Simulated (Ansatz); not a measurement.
# What MgSiS3 in R-3c, a phase reached by a soft mode distorts into, part 3 of 3

Aim: this structure of MgSiS3 in R-3c, a phase reached by a soft mode is to be tested for unstable modes, and one is followed downhill.

Ansatz 0.2.0; DFT LDA, scalar-relativistic, plane waves, PAW; PAW set soft_1.

So far. Step 5 (Energy along the mode, all amplitudes (two of the runs …): The lowest of the steps tried is the last one, at 0.6 Å, 72.5 meV/atom below the parent; the bottom of the well need not coincide with a step. Step 7 (The new phase in its own primitive cell): The largest force component left is 0.65 meV/Å and the pressure is 0.001 GPa, within the tolerances set. The cell now holds 17.04 Å³/atom.

The structure was built from a prototype and need not be the compound's stable phase.

## Step 8: Modes of the new phase

A relaxed structure may still be a saddle point, so its zone-centre modes are computed. The response to a homogeneous field gives the Born charges and the dielectric tensor.

input.yaml

```yaml
crystal:
  lattice:
    - [3.0397433683, 1.7549966519, 5.3227047905]
    - [-3.0397433683, 1.7549966519, 5.3227047905]
    - [0.0, -3.5099933039, 5.3227047905]
  atoms:
    - { symbol: Mg, position: [0.2053388852, 0.2053388852, 0.2053388852] }
    - { symbol: Mg, position: [0.7053388852, 0.7053388852, 0.7053388852] }
    - { symbol: Si, position: [0.493563699, 0.493563699, 0.493563699] }
    - { symbol: Si, position: [0.993563699, 0.993563699, 0.993563699] }
    - { symbol: S, position: [0.631044117, 0.2803230008, 0.8795108739] }
    - { symbol: S, position: [0.3795108739, 0.7803230008, 0.131044117] }
    - { symbol: S, position: [0.2803230008, 0.8795108739, 0.631044117] }
    - { symbol: S, position: [0.7803230008, 0.131044117, 0.3795108739] }
    - { symbol: S, position: [0.131044117, 0.3795108739, 0.7803230008] }
    - { symbol: S, position: [0.8795108739, 0.631044117, 0.2803230008] }
kpoints:
  mp_grid: { grid: [6, 6, 6] }
hamiltonian:
  xc: lda
  pseudopotentials: { kind: paw, azcp: { folder: soft_1 }, xc_functional: pbe }
scf:
  occupations: { method: fixed }
output:
  eigenvalues: true
phonons:
  method: dfpt
  dielectric: true
  rigid_motions: translations
```

Run with:

```
ansatz run input.yaml --threads 4 --pin off --max-ram 16384MiB --backend cpu --events-out ev --progress --plain --runs-dir out
```

Numbers of over 12 decimals in the logs are rounded to 6 here.

The program printed:

```text
[...]
Crystal: 10 atoms, lattice volume = 170.371 Å³
Basis set: ecut = 420 eV, 3323 PW (Γ), exchange–correlation on 96×96×96 points (8 copies of the dense FFT grid, shifted against one another)
Bands: 42, of which v1, the nominal top of the filled ones, is band 32 counted from 1 (31 counted from 0)
Symmetry: 6 space group operations
k-points: 112 of 216 (irreducible under 1 space group operation, time reversal used)
[...]
SCF iter   1: F=—  HF=-10247.314287 eV  |F-HF|=—  |Δ(HF+E_count)|=         —  Δρ=4.44e-2  dr2=4.00e0  ethr=3.10e-3  ⟨swp⟩=5.0  Hψ=19934  notcnv=0  defer=831
[...]
SCF iter  10: F=-10245.975126 eV  HF=-10245.975126 eV  |F-HF|=3.64e-12  |Δ(HF+E_count)|=  9.09e-11  Δρ=1.05e-7  dr2=1.40e-11  ethr=1.00e-12  ⟨swp⟩=20.8  Hψ=40251  notcnv=0
SCF 1 converged in 10 iterations: F = -10245.975126 eV  dr2 = 1.40e-11
[...]
NSCF: frozen V_eff on 6 k-points
[...]
Bands: 33, of which v1, the nominal top of the filled ones, is band 32 counted from 1 (31 counted from 0)
k-points: 28 of 216 (time reversal used)
[...]
Eigensolver: Dense (28 Hₖ)
SCF iter   1: F=—  HF=-10245.909330 eV  |F-HF|=—  |Δ(HF+E_count)|=         —  Δρ=1.73e-4  dr2=1.77e-5  ethr=1.00e-1
[...]
SCF iter   3: F=-10245.909331 eV  HF=-10245.909331 eV  |F-HF|=1.78e-8  |Δ(HF+E_count)|=   4.72e-7  Δρ=6.65e-6  dr2=9.34e-8  ethr=9.87e-9
SCF 1 converged in 3 iterations: F = -10245.909331 eV  dr2 = 9.34e-8
[...]
SCF converged after 10 iterations
Free energy (F): -10245.975126 eV
[...]
Internal energy: -10245.975126 eV  (E = F + TS)
E sigma→0 (E₀):  -10245.975126 eV
Fermi energy:    6.856437 eV
[...]
--- Band table (eV; the first three rows and the last of 112) ---
  k-point 0: bands = [... 28 lower, 6.3856, 6.6697, 6.7255, 6.7255, 7.9658, 10.2887, 10.5933, 10.5933, ... 6 higher]
  k-point 1: bands = [... 28 lower, 6.1037, 6.5381, 6.7384, 6.8147, 8.1873, 10.0529, 10.6533, 10.8737, ... 6 higher]
  k-point 2: bands = [... 28 lower, 5.8668, 6.4069, 6.6094, 6.6854, 8.2868, 9.1108, 11.1748, 11.2089, ... 6 higher]
  k-point 111: bands = [... 28 lower, 6.4109, 6.4109, 6.4109, 6.4109, 8.4859, 8.4859, 11.7274, 11.7274, ... 6 higher]
[...]
ASR residual: 1.544e-4 → 0.000e0 eV/Å²; symmetrization residual: 1.511e-5 eV/Å²
[...]
ε∞ (high-frequency dielectric tensor):
        9.184238     0.000000     0.000000
        0.000000     9.184238    -0.000000
        0.000000    -0.000000    11.092526
  ε⁰ (static dielectric tensor: ions relaxed, cell fixed):
       18.867505     0.000000     0.000000
        0.000000    18.867505    -0.000000
        0.000000    -0.000000    27.797831
  ε⁰ − ε∞ (ionic part):
        9.683267     0.000000     0.000000
        0.000000     9.683267    -0.000000
        0.000000    -0.000000    16.705305
[...]
Born effective charges Z* (e; rows j = field, columns β = displacement):
    site 0:
         2.29764    0.15479    0.00000
        -0.15479    2.29764    0.00000
        -0.00000    0.00000    1.96606
    site 1:
         2.29764   -0.15479   -0.00000
         0.15479    2.29764    0.00000
         0.00000    0.00000    1.96606
    site 2:
         4.34252   -0.92101   -0.00000
         0.92101    4.34252   -0.00000
         0.00000   -0.00000    4.58379
    site 3:
         4.34252    0.92101    0.00000
        -0.92101    4.34252   -0.00000
        -0.00000   -0.00000    4.58379
    site 4:
        -2.28377   -0.12694   -0.52703
         0.02111   -2.14300    0.17532
        -0.80458    0.10619   -2.18328
    site 5:
        -2.13237    0.10852   -0.41534
        -0.03952   -2.29441    0.36876
        -0.49425    0.64369   -2.18328
    site 6:
        -2.13237   -0.10852    0.41534
         0.03952   -2.29441    0.36876
         0.49425    0.64369   -2.18328
    site 7:
        -2.28377    0.12694    0.52703
        -0.02111   -2.14300    0.17532
         0.80458    0.10619   -2.18328
    site 8:
        -2.22402   -0.01339   -0.11168
        -0.16144   -2.20275   -0.54408
        -0.31033   -0.74988   -2.18328
    site 9:
        -2.22402    0.01339    0.11168
         0.16144   -2.20275   -0.54408
         0.31033   -0.74988   -2.18328
  Z* charge neutrality: 1.360e-2 e pre-enforcement
  solved inside a basis spanned on kpoints, on 6×6×6 k-points, its susceptibility summed on 10×10×10: ε∞ is read to err by 4.5e-2, Z* by 3.1e-2 e (field_mesh: kpoints solves on kpoints); Z* is corrected for what the basis lacks
  optical modes at Γ without the LO–TO term, one row a degenerate level:
      ω (cm⁻¹)  modes    IR ((D/Å)²/amu)
        158.19      1             0.0000
[...]
optical modes at Γ + LO–TO along q̂ = [1.0000, 0.0000, 0.0000]:
      ω (cm⁻¹)  modes    IR ((D/Å)²/amu)
[...]
optical modes at Γ + LO–TO along q̂ = [0.0000, 1.0000, 0.0000]:
      ω (cm⁻¹)  modes    IR ((D/Å)²/amu)
[...]
optical modes at Γ + LO–TO along q̂ = [0.0000, 0.0000, 1.0000]:
      ω (cm⁻¹)  modes    IR ((D/Å)²/amu)
[...]
243.30      1             6.7730
        253.16      2             0.1202
        281.07      1             0.0000
        297.65      1             0.0000
        326.61      2            47.7958
        335.69      2            36.6530
        335.89      1             0.8825
        345.15      1             0.0000
        380.97      1            57.1635
        394.04      2             8.9979
        396.45      1             0.0000
        424.42      2            10.6562
```

The job ended after 4.9 min (4 threads of Arm Neoverse V1, shared host; peak memory 3 GiB).

Numbers from this step:

```yaml
sum_rule_residual_before_enforcement: 1.54e-4 eV/Å²
miss_of_the_charge_sum_rule: 0.01360 e
estimated_error_of_the_dielectric_tensor: 0.04467
estimated_error_of_the_born_charges: 0.03062 e
point_group: 3m
highest_optical_mode_at_the_zone_centre_no_lo_to_term: 424.4 cm⁻¹
lowest_optical_zone_centre_mode: 158.2 cm⁻¹
mean_high_frequency_dielectric_constant: 9.820
largest_born_charge_third_of_the_trace: 4.423 e
mean_static_dielectric_constant: 21.84
top_of_the_zone_centre_spectrum_with_the_field: 460.0 cm⁻¹
```

Patterns of degenerate modes are one choice out of their space. Modes at Γ, with each element's share of the kinetic energy:

| mode | frequency (cm⁻¹) | symmetry | Mg % | Si % | S % |
| --- | --- | --- | --- | --- | --- |
| 1 | 0.0 | acoustic | 16 | 19 | 65 |
| 2 | 0.0 | acoustic | 16 | 19 | 65 |
| 3 | 0.0 | acoustic | 16 | 19 | 65 |
| 4 | 158.2 | A2 | 46 | 17 | 37 |
| 5 | 159.4 | E | 16 | 22 | 62 |
| 6 | 159.4 | E | 16 | 22 | 62 |
| 7 | 160.9 | A1 | 25 | 49 | 26 |
| 8 | 187.4 | E | 2 | 31 | 67 |
| 9 | 187.4 | E | 2 | 31 | 67 |
| 10 | 194.8 | E | 31 | 6 | 63 |
| 11 | 194.8 | E | 31 | 6 | 63 |
| 12 | 201.5 | A1 | 14 | 22 | 64 |
| 13 | 224.3 | E | 2 | 15 | 83 |
| 14 | 224.3 | E | 2 | 15 | 83 |
| 15 | 253.2 | E | 30 | 6 | 65 |
| 16 | 253.2 | E | 30 | 6 | 65 |
| 17 | 281.1 | A2 | 6 | 17 | 76 |
| 18 | 297.6 | A2 | 0 | 6 | 94 |
| 19 | 302.2 | A1 | 9 | 8 | 83 |
| 20 | 326.6 | E | 24 | 15 | 61 |
| 21 | 326.6 | E | 24 | 15 | 61 |
| 22 | 335.7 | E | 58 | 6 | 37 |
| 23 | 335.7 | E | 58 | 6 | 37 |
| 24 | 337.5 | A1 | 35 | 2 | 63 |
| 25 | 345.1 | A2 | 43 | 15 | 42 |
| 26 | 394.0 | E | 14 | 28 | 59 |
| 27 | 394.0 | E | 14 | 28 | 59 |
| 28 | 396.4 | A2 | 4 | 44 | 52 |
| 29 | 424.4 | E | 7 | 53 | 40 |
| 30 | 424.4 | E | 7 | 53 | 40 |

Displacements in mode 4 (158.2 cm⁻¹), the largest set to 1:
```
Mg1  0.00  0.00  1.00
Mg2  0.00  0.00 -1.00
Si3  0.00  0.00 -0.56
Si4  0.00  0.00  0.56
S5   0.37  0.07 -0.25
S6  -0.12  0.35  0.25
S7  -0.12 -0.35 -0.25
S8   0.37 -0.07  0.25
S9  -0.24 -0.28  0.25
S10 -0.24  0.28 -0.25
```

Displacements in mode 24 (337.5 cm⁻¹), the largest set to 1:
```
Mg1  0.00  0.00  1.00
Mg2  0.00  0.00  1.00
Si3  0.00  0.00 -0.24
Si4  0.00  0.00 -0.24
S5   0.29 -0.58 -0.18
S6   0.64  0.03 -0.18
S7  -0.64  0.03 -0.18
S8  -0.29 -0.58 -0.18
S9  -0.35  0.54 -0.18
S10  0.35  0.54 -0.18
```

Optical modes at the zone centre, without and with the macroscopic field of the longitudinal modes; each column is sorted by frequency, so a row need not hold one and the same mode. Modes with and without the field, by row:

| rank among optical modes | no field (cm⁻¹) | q along (1, 0, 0) (cm⁻¹) | q along (0, 0, 1) (cm⁻¹) |
| --- | --- | --- | --- |
| 1 | 158.2 | 158.2 | 158.2 |
| 2 | 159.4 | 159.4 | 159.4 |
| 3 | 159.4 | 160.9 | 159.4 |
| 4 | 160.9 | 161 | 168.2 |
| 5 | 187.4 | 187.4 | 187.4 |
| 6 | 187.4 | 193 | 187.4 |
| 7 | 194.8 | 194.8 | 194.8 |
| 8 | 194.8 | 200.7 | 194.8 |
| 9 | 201.5 | 201.5 | 224.3 |
| 10 | 224.3 | 224.3 | 224.3 |
| 11 | 224.3 | 231.2 | 243.3 |
| 12 | 253.2 | 253.2 | 253.2 |
| 13 | 253.2 | 253.3 | 253.2 |
| 14 | 281.1 | 281.1 | 281.1 |
| 15 | 297.6 | 297.6 | 297.6 |
| 16 | 302.2 | 302.2 | 326.6 |
| 17 | 326.6 | 326.6 | 326.6 |
| 18 | 326.6 | 331.5 | 335.7 |
| 19 | 335.7 | 335.7 | 335.7 |
| 20 | 335.7 | 337.5 | 335.9 |
| 21 | 337.5 | 345.1 | 345.1 |
| 22 | 345.1 | 380.5 | 381 |
| 23 | 394 | 394 | 394 |
| 24 | 394 | 396.4 | 394 |
| 25 | 396.4 | 409.8 | 396.4 |
| 26 | 424.4 | 424.4 | 424.4 |
| 27 | 424.4 | 460 | 424.4 |

Born charge (rows field, columns displacement) (e), principal values of the symmetric part by kind of site:

| atom | atoms with these values | low | middle | high | mean |
| --- | --- | --- | --- | --- | --- |
| Mg1 | 2 | 1.97 | 2.30 | 2.30 | 2.19 |
| Si3 | 2 | 4.34 | 4.34 | 4.58 | 4.42 |
| S5 | 6 | -2.91 | -2.17 | -1.53 | -2.20 |

In full for Mg1:

```
 2.30  0.15  0.00
-0.15  2.30  0.00
 0.00  0.00  1.97
```

High-frequency dielectric tensor:

```
 9.18  0.00  0.00
 0.00  9.18  0.00
 0.00  0.00 11.09
```

Static dielectric tensor (ions relaxed, fixed cell):

```
18.87  0.00  0.00
 0.00 18.87  0.00
 0.00  0.00 27.80
```

Transverse modes. Infrared lines, with heights relative to the strongest:

| position (cm⁻¹) | relative intensity |
| --- | --- |
| 158 | 0.0 |
| 159 | 4.8 |
| 161 | 18 |
| 187 | 27 |
| 195 | 4.4 |
| 202 | 58 |
| 224 | 15 |
| 253 | 0.3 |
| 281 | 0.0 |
| 298 | 0.0 |
| 302 | 58 |
| 327 | 100 |
| 336 | 77 |
| 338 | 2.0 |
| 345 | 0.0 |
| 394 | 19 |
| 396 | 0.0 |
| 424 | 22 |

Before it was imposed, the acoustic sum rule was missed by 1.5e-4 eV/Å² and the charge sum rule by 0.014 e. Small misses are needed for a sound result but don't prove that mesh and cutoff are converged. The lowest optical mode is real, 158 cm⁻¹.

The log warns of the k mesh: “the force constants stand on the 6×6×6 k-mesh, whose period is 12.77 times the interband length at k = (0.0000, 0.0000, 0.0000), direct gap 1.240 eV, under 14: take them and everything formed from them as unconverged”.

## Step 9: The phases reached

The phases reached along the modes that were followed are set side by side.

Energies are those of the first relaxation, on the mesh of the frozen mode; space group, volume and gap are those of the last relaxation. Phases, by row:

| mode frozen in | space group | energy from parent (meV/atom) | volume (Å³/atom) | gap on mesh (eV) | lowest zone-centre optical mode (cm⁻¹) | largest shift (Å) |
| --- | --- | --- | --- | --- | --- | --- |
| parent | R-3c | 0 | 16.76 | 0.8 | – | – |
| q = (0, 0, 0), 187i cm⁻¹ | R3c | -101 | 17.04 | 1.109 | 158.2 | 0.68 |

## Step 10: Results

| Property | Result |
| --- | --- |
| unstable mode of the parent | q = (0, 0, 0), 187i cm⁻¹ |
| depth at the lowest point sampled | 72.5 meV/atom |
| largest atomic shift at that point | 0.6 Å |
| space group reached (within 0.01 Å) | R3c |
| energy gained over the parent (first relaxation, on the mesh of the frozen mode) | 101 meV/atom |
| volume per atom, phase reached | 17.0 Å³ |
| gap on the k-mesh, phase reached | 1.11 eV |
| lowest optical zone-centre mode, phase reached | 158 cm⁻¹ |
| highest optical mode at the zone centre (no LO-TO term), phase reached | 424 cm⁻¹ |

**Reading.** Along this mode the structure falls into R3c, 101 meV/atom below the parent. At the parent's cell the well is 72.50 meV/atom deep on the steps tried, with its lowest point at a shift of 0.6 Å. That is the last step tried, so the steps alone don't bracket the bottom of the well. Relaxing atoms and cell changes the gain by +28.44 meV/atom against the lowest step (energies at zero smearing). The new phase has no imaginary mode at the zone centre of its cell; other wavevectors were not checked. Each path keeps the symmetry of its pattern, so a lower phase may lie along a pattern not tried. With the field response the log warns that the k mesh is coarse for the force constants too, so the frequencies may not be converged. The PAW files were made for PBE and serve the other functionals too. The starting cell was built on a prototype and not taken from a measurement, so the phase need not exist.

[Logs are printed without paths, hosts, clocks, repeated set-up lines and the standing remarks that a program may print on its own settings, such as how far it seeks lower states.]

[Hosts, paths, dates, database ids (printed as entryN), source tags and the programs' standing remarks are cut or masked in the printed files.]
